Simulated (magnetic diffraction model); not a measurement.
## Moment size from magnetic intensity in CaZnFe2S5

Space group P4/mmm (no. 123), a = 4.4520 Å, c = 8.9320 Å.

```
site  atom    x    y       z
  1a    Zn    0    0       0
  2h    Fe  1/2  1/2  0.7379
  1b    Ca    0    0     1/2
  1c     S  1/2  1/2       0
  4i     S    0  1/2  0.2980
```

This is a made-up structure (elements placed in a structure type, unrelaxed), so the numbers test the method and describe no known phase.

Only Fe is taken to order (form factors of Fe3+); orders and moment sizes are assumed, and not adapted to the symmetry. Radiation: neutrons of λ = 2.52 Å, 3° to 100°; isotropic B of 0.36 Å² (Zn), 0.38 Å² (Fe), 0.38 Å² (Ca) and 0.42 Å² (S). Simulated constant-wavelength pattern: nuclear and magnetic terms add, the magnetic one as |2.695 fm × Σ f S⊥ exp(2πi Q·r) exp(−B s²)|², summed over all Q at one angle with the factor 1/(sin²θ cos θ). For a modulated order the moment at position r is S exp(−2πi k·r) + c.c., with S = m/2 for a sine wave of amplitude m and S = m(u + iv)/2 for moments turning in a plane, u and v being orthogonal unit vectors in it; the phase factor of the sum at Q = H + k is then exp(2πi H·r). Free-ion form factors, Sears's scattering lengths of 1992, no absorption; a label names one of the reflections at its angle. The strongest nuclear line in the range is 100, and lines under 0.2 are left out.

In a first state the assumed order is k = (1/3 0 0), moments turning in the plane of [100] and [010], 3.83 μB on Fe; signs + at (1/2, 1/2, 0.7379), − at (1/2, 1/2, 0.2621), with this pattern:

```tsv
2θ (°)	index	nuclear	magnetic
16.22	(0 0 1)	0.3	0.0
19.54	(1/3 0 1)	0.0	63.3
27.25	(2/3 0 1)	0.0	24.9
32.77	(0 0 2)	15.5	0.0
32.88	(1 0 0)	18.1	0.0
34.61	(1/3 0 2)	0.0	0.5
38.54	(1/3 1 1)	0.0	19.7
39.68	(2/3 0 2)	0.0	0.3
43.21	(2/3 1 1)	0.0	14.5
47.11	(1 0 2)	100.0	0.0
47.19	(1 1 0)	31.2	0.0
47.52	(4/3 0 1)	0.0	5.6
48.49	(1/3 1 2)	0.0	0.3
50.07	(0 0 3)	9.5	0.0
50.22	(1 1 1)	4.3	0.0
51.39	(1/3 0 3)	0.0	7.6
```
(The table stops after 16 lines; 38 more lie at higher angle.)

**Question.** Nearer the ordering temperature the line at 19.54° has total intensity 5.7 on the same scale, and all moments have shrunk alike. How large is the Fe moment?

The nuclear part, 0.0, stays, so the magnetic part is 5.7 against 63.3. It goes as m², so m = 3.83 × √(5.7/63.3) = 1.15 μB; the value used was 1.15 μB.

[Logs are printed without paths, hosts, clocks, repeated set-up lines and the standing remarks that a program may print on its own settings, such as how far it seeks lower states.]
